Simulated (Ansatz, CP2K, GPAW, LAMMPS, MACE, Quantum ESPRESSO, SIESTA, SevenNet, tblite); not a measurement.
# Amorphous 43Bi2O3-57BaO (mol %) (99 atoms) in GPAW

Aim: run amorphous 43Bi2O3-57BaO (mol %) (99 atoms) in GPAW and see how near its forces come to a plane-wave reference, and at what cost.

Main program and level: GPAW 26.7.0; the method is named at each step.

**1. The starting structure**

The cell holds 99 atoms: 26 Bi, 17 Ba and 56 O. Its edges and angles: a = 11.487 Å, b = 11.487 Å, c = 11.487 Å, α = 90.0°, β = 90.0°, γ = 90.0°. 99 atoms (26 Gd, 17 Ba, 56 O) placed at random at 8.51 g/cm³, melted at 5000 K for 10 ps at fixed volume with the Morse and Coulomb pair potential with partial charges (Pedone, Malavasi, Menziani, Cormack and Segre, J. Phys. Chem. B 110, 11780 (2006)). Quenched from 5000 K to 300 K at 50 K/ps and fixed volume, held 5 ps, then minimised at fixed cell. Then Gd was replaced by Bi and the cell scaled by 1.02 (the potential has no terms for the new elements, so the cell is a start for a DFT relaxation).

The yardstick, on the same geometry:

- method: Kohn-Sham DFT, PBE, PAW, plane waves (Ansatz 0.2.0); cutoff 420 eV, Γ point, fermi-dirac smearing of 0.05 eV; PAW set soft_2
- r.m.s. force component: 0.6986 eV/Å
- longest force: 2.338 eV/Å
- pressure: 21.02 GPa
- gap (highest filled to lowest empty level): 1.234 eV
- SCF cycles: 8
- time: 17 s on 8 threads of Arm Neoverse V2, shared host
- CPU time: 1.9 min

**2. PBE, LCAO dzp, h 0.18 Å**

Method: Kohn-Sham DFT, PBE, PAW, atomic orbitals (dzp).

run.py

```python
import numpy as np
from ase.io import read
from gpaw import GPAW, FermiDirac
from ase.parallel import parprint as print

atoms = read("structure.xyz")
atoms.calc = GPAW(
    mode="lcao",
    basis="dzp",
    h=0.18,
    xc="PBE",
    kpts={"size": (1, 1, 1), "gamma": True},
    occupations=FermiDirac(0.05),
    maxiter=200,
    symmetry={"point_group": False},
    txt="gpaw.txt",
)
energy = atoms.get_potential_energy(force_consistent=True)
forces = atoms.get_forces()
print(f"energy {energy:.6f} eV")
print("forces (eV/A)")
for i, (a, f) in enumerate(zip(atoms, forces)):
    print(f"{i:4d} {a.symbol:2s} {f[0]:10.5f} {f[1]:10.5f} {f[2]:10.5f}")
print(f"Fermi level {atoms.calc.get_fermi_level():.4f} eV")
for k in range(len(atoms.calc.get_ibz_k_points())):
    for s in range(atoms.calc.get_number_of_spins()):
        e = atoms.calc.get_eigenvalues(kpt=k, spin=s)
        n = np.searchsorted(e, atoms.calc.get_fermi_level())
        print(f"k {k} spin {s} levels about the Fermi level:", np.round(e[max(n - 6, 0):n], 4).tolist(), "|", np.round(e[n:n + 6], 4).tolist())
```

structure.xyz

```xyz
99
Lattice="11.48663 0.00000 0.00000 0.00000 11.48663 0.00000 0.00000 0.00000 11.48663" Properties=species:S:1:pos:R:3 pbc="T T T"
Bi 0.14025 6.94551 6.14420
Bi 8.95153 6.06161 9.76938
Bi 0.77075 9.99314 4.62142
Bi 5.93020 3.51939 8.79474
Bi 3.68020 3.43129 2.87924
Bi 3.54615 8.49207 6.26240
Bi 2.96458 2.36831 9.91939
Bi 8.32091 3.28472 2.63159
Bi 10.04219 8.54387 8.37835
Bi 5.44960 11.47675 8.27037
Bi 8.58591 11.42690 2.13468
Bi 10.18853 2.53177 11.23243
Bi 11.45837 2.91565 4.78074
Bi 8.65093 0.71596 5.12396
Bi 11.15168 9.16243 0.50093
Bi 8.30449 1.86106 7.97321
Bi 2.90646 0.14140 3.20075
Bi 7.66687 7.98516 0.77317
Bi 7.77025 9.41352 6.27480
Bi 5.97489 2.74186 4.83955
Bi 9.44821 8.57925 4.00022
Bi 4.95866 9.74193 11.44803
Bi 3.28460 4.66989 7.17662
Bi 5.91963 7.63114 8.67424
Bi 5.89884 6.10193 2.82893
Bi 2.86993 1.44490 6.32684
Ba 5.60226 1.31361 0.81325
Ba 7.07450 4.09303 11.47411
Ba 11.25575 0.04962 7.45574
Ba 2.39841 10.11283 8.79853
Ba 5.53621 9.64739 3.76095
Ba 8.48265 10.94641 10.33555
Ba 6.30386 6.07413 5.89046
Ba 1.40160 7.10724 9.60443
Ba 10.38908 6.08435 2.42058
Ba 2.80549 8.15861 2.20635
Ba 0.42615 1.47442 2.05358
Ba 2.10711 5.88081 4.05386
Ba 1.30959 4.61751 0.61408
Ba 1.70186 11.31249 11.33443
Ba 0.02573 3.57223 8.45301
Ba 4.09487 6.21565 10.85624
Ba 8.92385 5.05308 6.56162
O 5.78834 8.66827 6.57690
O 10.38196 11.39393 0.63406
O 7.97884 7.22417 8.01261
O 9.46326 8.86102 1.88840
O 8.24993 1.87910 0.76122
O 3.01604 1.78215 1.51095
O 10.32223 3.62920 1.73046
O 1.26387 0.77845 4.79774
O 9.34506 8.11864 10.60388
O 0.92674 2.30743 10.97134
O 5.46867 7.84043 1.33153
O 4.21778 2.51810 7.79023
O 9.87747 2.27114 6.39334
[... 39 atom lines left out ...]
O 5.84853 3.72615 2.37854
O 1.61514 3.39395 6.30903
O 7.11562 1.38288 3.46816
O 2.34948 4.60671 9.34380
```

Run with:

```sh
$ OMP_NUM_THREADS=1 mpirun -np 2 gpaw python run.py > output.txt
```

The log of the run:

```text
energy -513.992722 eV
forces (eV/A)
   0 Bi   -0.18922    0.70319    0.28904
   1 Bi    0.13324   -0.80784    0.36767
   2 Bi   -0.60904   -0.18091   -0.02082
   3 Bi   -0.73541    0.68094   -1.08328
   4 Bi   -0.09363   -0.45837   -0.50422
   5 Bi   -0.25590   -0.47261    0.03244
   6 Bi    0.67616    0.23540   -0.18822
   7 Bi    0.46192   -0.36389    1.25150
   8 Bi    0.22982    0.67918   -0.11817
   9 Bi    0.49220   -0.26527   -0.31104
  10 Bi    0.76715    0.08036   -0.73445
  11 Bi   -0.81093    0.35342   -0.58445
  12 Bi    0.29920    0.87153    0.90180
  13 Bi    0.73062    0.36059   -0.15688
  14 Bi   -0.48381   -0.50286    0.61919
  15 Bi    0.17909   -0.17063   -0.21220
  16 Bi    0.43021    0.58790   -0.11241
  17 Bi   -0.12933   -0.85705   -0.52151
  18 Bi   -0.23315    0.70278    1.55235
  19 Bi    0.38207    0.21400    0.83548
  20 Bi   -0.51442    0.45572    0.17074
  21 Bi   -0.82538   -0.84567   -0.97660
  22 Bi   -0.04293    0.41291   -0.27965
  23 Bi    0.42293    0.86773    0.68299
[...]
91 O    -0.28685    1.08423   -0.76500
  92 O     1.21276   -0.55922   -0.72175
  93 O     1.22830   -0.95659   -0.35620
  94 O    -1.80393    0.36594    0.43050
  95 O     0.88496   -0.66134   -0.92083
  96 O    -1.09656    0.35013    0.11664
  97 O     0.25856   -0.97706   -1.44014
  98 O    -0.67457    0.38021    0.64454
Fermi level 10.2301 eV
k 0 spin 0 levels about the Fermi level: [9.2529, 9.3046, 9.3991, 9.4979, 9.5579, 9.6253] | [10.8201, 11.0685, 11.1871, 11.289, 11.395, 11.5248]
```

gpaw.txt:

```text
Input parameters:
  mode=LCAO(),
  basis={'default': 'dzp'},
  h=0.18,
  kpts=MonkhorstPack(size=(1, 1, 1), gamma=True),
  maxiter=200,
  occupations=Occupations(name='fermi-dirac', width=0.05, fixmagmom=False),
  symmetry=Symmetry(point_group=False),
  xc=XC(name='PBE')
Unit cell  # Å
| periodic |         x |         y |         z |   lengths |    angles |
|----------|-----------|-----------|-----------|-----------|-----------|
|      yes | 11.486630 |  0.000000 |  0.000000 | 11.486630 | 90.000000 |
|      yes |  0.000000 | 11.486630 |  0.000000 | 11.486630 | 90.000000 |
|      yes |  0.000000 |  0.000000 | 11.486630 | 11.486630 | 90.000000 |
Number of symmetries: 1
Symmetry operations  # r_c * U_cc + t_c -> r_c
|   | kind |            matrix            |
|---|------|------------------------------|
| 0 |  E   |  1, 0, 0,  0, 1, 0,  0, 0, 1 |
BZ-sampling:
  Number of BZ points: 1
  Number of IBZ points: 1
  Monkhorst-Pack size: [1, 1, 1]
  Monkhorst-Pack shift: [0, 0, 0]
[... lines left out ...]
        l=1, rc=2.8906 Bohr: 2p-dz split-valence wave
        l=2, rc=5.3906 Bohr: d-type Gaussian polarization
      Number of RI-basis functions 0
Reference energy: -19082069.008319  # eV
eigensolver:
density mixing:
  MSR1-Mixer
occupation numbers:
  Fermi-Dirac:
    width: 0.0500  # eV
FastPoissonSolver using
    Stencil: 6*3+1=19 point O(h^6) finite-difference Laplacian
xc functional:
  name: PBE with 2 nearest neighbor stencil
interpolation: tri-quintic # 5. degree polynomial
Initialization done in: 9.365 s
convergence criteria:
- Maximum [total energy] change in last 3 cyles: 0.0005 eV / valence electron
- Maximum integral of absolute [dens]ity change: 0.0001 electrons / valence electron
- Maximum integral of absolute [eigenst]ate change: 4e-08 eV^2 / valence electron
maximum number of iterations: 200
SCF iterations
|iter     |      energy | eigst |  dens |
|---------|-------------|-------|-------|
|iter:   1| -592.550733 |      c|       |
|iter:   2| -569.912397 |      c| -0.98 |
|iter:   3| -515.589139 |      c| -1.04 |
|iter:   4| -514.436735 |      c| -1.60 |
|iter:   5| -514.485308 |      c| -1.83 |
|iter:   6| -514.009953 |      c| -2.16 |
|iter:   7| -514.002453 |      c| -2.67 |
|iter:   8| -513.993259c|      c| -2.90 |
|iter:   9| -513.992990c|      c| -3.26 |
|iter:  10| -513.992723c|      c| -3.60 |
|iter:  11| -513.992712c|      c| -4.01c|
Converged in 11 steps
SCF loop duration: 285.569 s (25.961 s/step)
Energy contributions relative to reference atoms: (reference = -19082069.008319)
Energy contributions:
  Kinetic:        1817.507271
  Coulomb:       -1578.302741
  Zero:              9.207296
  External:          0.000000
  Xc:             -762.404528
  Entropy:          -0.000020
  Spinorbit:         0.000000
  ----------------------------
  Free energy:    -513.992722
  Extrapolated:   -513.992712
dipole moment: (-69.980772, 50.064790, 175.066230)  # |e|*Ang
Fermi level: 10.230
Eigenvalues  # (at kpt = [0.000, 0.000, 0.000])
| band index |      eig [eV] | occ [0-2] |
|------------|---------------|-----------|
|          0 |       -18.176 |     2.000 |
|        ... |               |           |
|        440 |         9.169 |     2.000 |
|        441 |         9.217 |     2.000 |
[...]
|        455 |        11.611 |     0.000 |
|        ... |               |           |
|        541 |        15.580 |     0.000 |
Gap: 1.195 eV
Transition (v -> c):
  (s=0, k=0, n=447, [0.00, 0.00, 0.00]) -> (s=0, k=0, n=448, [0.00, 0.00, 0.00])
No difference between direct/indirect transitions
Force computation time: 60.146  # s
```

Wall time 6 min (2 MPI ranks of Arm Neoverse V2, shared host); peak memory 3.4 GiB; 12 min of CPU time.

Banners, paths, timers and routine set-up lines are dropped from the logs unmarked, and long logs keep their key lines alone; longer cuts are marked.

Against the reference:

| Quantity | Value |
| --- | --- |
| r.m.s. force component | 0.7743 eV/Å |
| r.m.s. difference of force components | 109.4 meV/Å |
| longest difference of force vectors | 420.9 meV/Å |
| force difference over r.m.s. force | 15.66 % |
| slope of forces against the reference's | 1.102 |
| correlation of force components | 0.9942 |
| gap (highest filled to lowest empty level) | 1.195 eV |
| gap difference | -0.0388 eV |

Length of the force difference by element (eV/Å):

| element | atoms | mean | most |
| --- | --- | --- | --- |
| Ba | 17 | 0.15 | 0.36 |
| Bi | 26 | 0.13 | 0.29 |
| O | 56 | 0.19 | 0.42 |

Levels nearest the highest filled one (eV from it): -0.37, -0.32, -0.23, -0.13, -0.07, 0.00, 1.19, 1.44, 1.56, 1.66, 1.77, 1.90.

A closer look about Ba33, which bears the longest force: 9 atoms, nearest first, numbered in the order of the input, with positions taken from that point.

| atom | x | y | z | distance (Å) | bonds | Fx | Fy | Fz (eV/Å) |
| --- | --- | --- | --- | --- | --- | --- | --- | --- |
| Ba33 | 0.00 | 0.00 | 0.00 | 0.00 | 8 | -2.39 | 0.70 | -0.96 |
| O68 | -1.11 | -0.59 | 2.27 | 2.60 | 5 | -0.25 | 0.54 | -0.26 |
| O81 | 1.19 | 1.40 | -1.91 | 2.65 | 4 | -0.79 | 0.23 | 0.04 |
| O84 | 1.37 | -1.68 | -1.53 | 2.66 | 4 | -0.34 | 1.10 | 1.61 |
| O59 | -1.89 | 1.13 | -1.59 | 2.71 | 6 | -0.15 | 0.58 | 0.34 |
| O44 | -0.52 | 2.59 | 0.69 | 2.73 | 5 | -0.85 | -0.25 | -0.43 |
| O62 | -1.97 | -1.75 | -0.86 | 2.77 | 5 | -0.03 | 0.93 | 0.39 |
| Ba43 | 2.62 | -1.02 | 0.67 | 2.89 | 8 | 1.66 | -1.24 | -0.41 |
| O46 | 1.67 | 1.15 | 2.12 | 2.94 | 5 | 1.10 | 0.18 | -1.60 |

Atoms are counted from 1 here, from 0 in the log.

Forces lie 16 % from the reference's, at 6.1 times its CPU time (on 2 against 8 cores).

**3. PBE, LCAO dzp, h 0.15 Å**

Method: Kohn-Sham DFT, PBE, PAW, atomic orbitals (dzp).

Changes to run.py since step 2:

```diff
@@ -9,3 +9,3 @@
     basis="dzp",
-    h=0.18,
+    h=0.15,
     xc="PBE",
```

structure.xyz is that of step 2.

The log of the run:

```text
energy -518.608141 eV
forces (eV/A)
   0 Bi   -0.18098    0.69503    0.28097
   1 Bi    0.12900   -0.80707    0.37229
   2 Bi   -0.60101   -0.19335   -0.02266
   3 Bi   -0.73260    0.67775   -1.07717
   4 Bi   -0.09414   -0.45987   -0.50085
   5 Bi   -0.25805   -0.47361    0.04121
[...]
96 O    -1.10773    0.34168    0.16118
  97 O     0.23085   -1.00156   -1.41982
  98 O    -0.64380    0.37886    0.68414
Fermi level 10.2286 eV
k 0 spin 0 levels about the Fermi level: [9.2507, 9.3024, 9.3969, 9.4958, 9.5556, 9.6232] | [10.8194, 11.0677, 11.1863, 11.2881, 11.3939, 11.5239]
```

gpaw.txt:

```text
Input parameters:
  mode=LCAO(),
  basis={'default': 'dzp'},
  h=0.15,
  kpts=MonkhorstPack(size=(1, 1, 1), gamma=True),
  maxiter=200,
  occupations=Occupations(name='fermi-dirac', width=0.05, fixmagmom=False),
[... lines left out ...]
  Fermi-Dirac:
[... lines left out ...]
convergence criteria:
- Maximum [total energy] change in last 3 cyles: 0.0005 eV / valence electron
[... lines left out ...]
Converged in 11 steps
[... lines left out ...]
  Free energy:    -518.608141
[... lines left out ...]
Fermi level: 10.229
[... lines left out ...]
|        ... |               |           |
|        440 |         9.168 |     2.000 |
|        441 |         9.215 |     2.000 |
[...]
|        455 |        11.610 |     0.000 |
|        ... |               |           |
|        541 |        15.578 |     0.000 |
Gap: 1.196 eV
Transition (v -> c):
  (s=0, k=0, n=447, [0.00, 0.00, 0.00]) -> (s=0, k=0, n=448, [0.00, 0.00, 0.00])
No difference between direct/indirect transitions
Force computation time: 95.939  # s
```

The job ended after 9 min (2 MPI ranks; peak memory 4.9 GiB; 18 min of CPU time).

Numbers from this run, and their distance from the reference:

| Quantity | Value |
| --- | --- |
| r.m.s. force component | 0.7759 eV/Å |
| r.m.s. difference of force components | 108.3 meV/Å |
| longest difference of force vectors | 395.8 meV/Å |
| force difference over r.m.s. force | 15.51 % |
| slope of forces against the reference's | 1.105 |
| correlation of force components | 0.9947 |
| gap (highest filled to lowest empty level) | 1.196 eV |
| gap difference | -0.0374 eV |
| energy less the same-level run's | -46.62 meV/atom |
| r.m.s. force difference from the same-level run | 18.68 meV/Å |

Against the first run (16 %), the force difference from the reference is 16 %, at 1.5 times the CPU time: the change moves forces by 19 meV/Å r.m.s., so most of the difference comes from elsewhere.

**4. PBE, LCAO sz(dzp), h 0.18 Å**

Method: Kohn-Sham DFT, PBE, PAW, atomic orbitals (sz(dzp)).

Changes to run.py since step 3:

```diff
@@ -3,3 +3,2 @@
 from gpaw import GPAW, FermiDirac
-from ase.parallel import parprint as print
 
@@ -8,4 +7,4 @@
     mode="lcao",
-    basis="dzp",
-    h=0.15,
+    basis="sz(dzp)",
+    h=0.18,
     xc="PBE",
```

structure.xyz is that of step 3.

Run with:

```sh
$ OMP_NUM_THREADS=1 python run.py > output.txt
```

The log of the run:

```text
energy -450.172420 eV
forces (eV/A)
   0 Bi   -0.12840    0.52876    0.39978
   1 Bi    0.31274   -0.95292    0.44945
   2 Bi   -0.51637   -0.04439   -0.01083
   3 Bi   -0.77416    0.79301   -0.99401
   4 Bi   -0.23583   -0.36011   -0.65978
   5 Bi   -0.22891   -0.54143   -0.02025
   6 Bi    0.72250    0.21705   -0.05119
   7 Bi    0.61277   -0.09459    1.23510
   8 Bi    0.32747    0.94967   -0.13534
   9 Bi    0.47886   -0.27350   -0.46404
  10 Bi    0.75300   -0.12702   -1.10753
  11 Bi   -0.89267    0.15349   -0.58201
  12 Bi    0.09381    0.96409    0.87736
  13 Bi    0.94741    0.39799   -0.18595
  14 Bi   -0.51746   -0.39870    0.65666
  15 Bi    0.51337   -0.26363   -0.23205
  16 Bi    0.73586    0.51985   -0.25905
  17 Bi    0.07809   -0.47641   -0.49794
  18 Bi   -0.88508    0.67581    1.78685
  19 Bi    0.28373   -0.00963    1.25345
  20 Bi   -0.33056    0.32478   -0.23525
  21 Bi   -0.79720   -0.75304   -1.02458
  22 Bi   -0.03340    0.68526   -0.42910
  23 Bi    0.40857    0.97295    0.72196
[...]
91 O    -0.36176    1.28098   -0.99800
  92 O     1.38178   -0.69030   -0.73777
  93 O     1.41621   -1.27106   -0.43126
  94 O    -1.75038    0.48824    0.59768
  95 O     0.92925   -0.82314   -1.05195
  96 O    -1.20076    0.50696    0.05954
  97 O     0.05286   -1.13373   -1.63192
  98 O    -0.81746    0.44485    0.73695
Fermi level 10.9088 eV
k 0 spin 0 levels about the Fermi level: [10.0083, 10.0722, 10.1749, 10.2445, 10.3359, 10.3916] | [11.4096, 11.6679, 11.7958, 11.9202, 12.0536, 12.1661]
```

gpaw.txt:

```text
Input parameters:
  mode=LCAO(),
  basis={'default': 'sz(dzp)'},
  h=0.18,
  kpts=MonkhorstPack(size=(1, 1, 1), gamma=True),
  maxiter=200,
  occupations=Occupations(name='fermi-dirac', width=0.05, fixmagmom=False),
  symmetry=Symmetry(point_group=False),
  xc=XC(name='PBE')
Unit cell  # Å
| periodic |         x |         y |         z |   lengths |    angles |
[... lines left out ...]
  Fermi-Dirac:
[... lines left out ...]
convergence criteria:
- Maximum [total energy] change in last 3 cyles: 0.0005 eV / valence electron
[... lines left out ...]
Converged in 12 steps
[... lines left out ...]
  Free energy:    -450.172420
  Extrapolated:   -450.172368
dipole moment: (-68.736372, 50.470327, 174.465449)  # |e|*Ang
Fermi level: 10.909
Eigenvalues  # (at kpt = [0.000, 0.000, 0.000])
| band index |      eig [eV] | occ [0-2] |
|------------|---------------|-----------|
|          0 |       -17.706 |     2.000 |
|        ... |               |           |
|        440 |         9.924 |     2.000 |
|        441 |         9.942 |     2.000 |
[...]
|        455 |        12.263 |     0.000 |
|        ... |               |           |
|        541 |        16.286 |     0.000 |
Gap: 1.018 eV
Transition (v -> c):
  (s=0, k=0, n=447, [0.00, 0.00, 0.00]) -> (s=0, k=0, n=448, [0.00, 0.00, 0.00])
No difference between direct/indirect transitions
Force computation time: 32.777  # s
timing:  # [seconds]
  Total:  217.507  # ━━━━━━━━━━━━━━━━━━━━━━━━━━━━━━━━━━━━━━━━━━━━━━━━━━━━━━━━
  Init:    11.748  # ━━━
  SCF:    172.953  # ━━━━━━━━━━━━━━━━━━━━━━━━━━━━━━━━━━━━━━━━━━━━╸
  Forces:  32.777  # ━━━━━━━━╸
```

Run time: 3.6 min. Hardware: 1 thread; peak memory 2.2 GiB.

Against the reference:

```yaml
r_m_s_force_component: 0.8806 eV/Å
r_m_s_difference_of_force_components: 244.4 meV/Å
longest_difference_of_force_vectors: 907.6 meV/Å
force_difference_over_r_m_s_force: 34.98 %
slope_of_forces_against_the_reference_s: 1.233
correlation_of_force_components: 0.9784
spacing_of_highest_filled_and_lowest_empty_level: 1.018 eV
gap_difference: -0.2156 eV
```

This is a coarse setting, run to see what it loses.

Against the first run (16 %), the force difference from the reference is 35 %, at 0.31 times the CPU time (on 1 against 2 cores), with 679 basis functions against 1819: the smaller basis costs accuracy.

[end of part 1 of 2]

[Also dropped from logs without a mark: logging warnings of Python, and SIESTA's first energy breakdown and zero terms.]

[Logs are printed without paths, hosts, clocks, repeated set-up lines and the standing remarks that a program may print on its own settings, such as how far it seeks lower states.]

[Hosts, paths, dates, database ids (printed as entryN), source tags and the programs' standing remarks are cut or masked in the printed files.]
